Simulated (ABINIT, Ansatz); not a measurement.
Planning a run of ABINIT 10.8.3 on SrNiF6 (R-3m). The input:

```
acell 3*1.0 Angstrom
rprim 
  3.536999999979 2.042087902112 2.218666666700
  -3.536999999979 2.042087902112 2.218666666700
  -0.000000000000 -4.084175804224 2.218666666700
ntypat 3
znucl 38 28 9
natom 8
typat 1 2 3 3 3 3 3 3
xred 
  0.500000000000 0.500000000000 0.500000000000
  0.000000000000 0.000000000000 0.000000000000
  0.276000000000 0.916000000000 0.276000000000
  0.276000000000 0.276000000000 0.916000000000
  0.916000000000 0.276000000000 0.276000000000
  0.724000000000 0.084000000000 0.724000000000
  0.084000000000 0.724000000000 0.724000000000
  0.724000000000 0.724000000000 0.084000000000
pp_dirpath "pseudos"
pseudos "Sr.upf, Ni.upf, F.upf"
ecut 45
iscf -2
irdden 1
kptopt 0
nkpt 22
kpt 
  0.00000000 0.00000000 0.00000000
  0.12500000 0.00000000 0.00000000
  0.25000000 0.00000000 0.00000000
  0.37500000 0.00000000 0.00000000
  0.50000000 -0.00000000 0.00000000
  0.50000000 -0.12500000 0.12500000
  0.50000000 -0.25000000 0.25000000
  0.50000000 -0.37500000 0.37500000
  0.50000000 -0.50000000 0.50000000
  0.46585068 -0.53414932 0.46585068
  0.43170137 -0.56829863 0.43170137
  0.39755206 -0.60244794 0.39755206
  0.36340274 -0.63659726 0.36340274
  0.36340274 0.36340274 0.36340274
  0.27255206 0.27255206 0.27255206
  0.18170137 0.18170137 0.18170137
  0.09085068 0.09085068 0.09085068
  0.00000000 0.00000000 0.00000000
  0.12500000 -0.12500000 0.00000000
  0.25000000 -0.25000000 0.00000000
  0.37500000 -0.37500000 0.00000000
  0.50000000 -0.50000000 0.00000000
istwfk *1
nband 42
nbdbuf 2
tolwfr 1e-08
nstep 40
prtwf 0
prtvol 0
indata_prefix "in"
outdata_prefix "out"
tmpdata_prefix "tmp"
```

```sh
OMP_NUM_THREADS=1 mpirun -n 4 abinit run.abi > log
```

Question: Estimate wall time and host memory on 4 MPI ranks of Arm Neoverse V2, shared host.

It took 72 s; on shared hardware allow 36 s to 2.4 min. Peak host memory was 0.47 GiB.

[Paths, hosts, dates, memory and timing lines, banners, echoed tables and standing remarks are left out of the program output.]

[Logs are printed without paths, hosts, clocks, repeated set-up lines and the standing remarks that a program may print on its own settings, such as how far it seeks lower states.]

[Runs of the session that timed out or met a known fault of the program may be left out.]

[Hosts, paths, dates, database ids (printed as entryN), source tags and the programs' standing remarks are cut or masked in the printed files.]

[G0W0 gaps are taken among the corrected bands and points alone; a level outside them can change the order at an edge.]

[Where Ansatz stands beside ABINIT at settings called matched, ABINIT's density can come from a denser mesh and the files from another edition; pairs whose starting gaps differed by over 0.03 eV were left out, so agreement reads better than it is.]
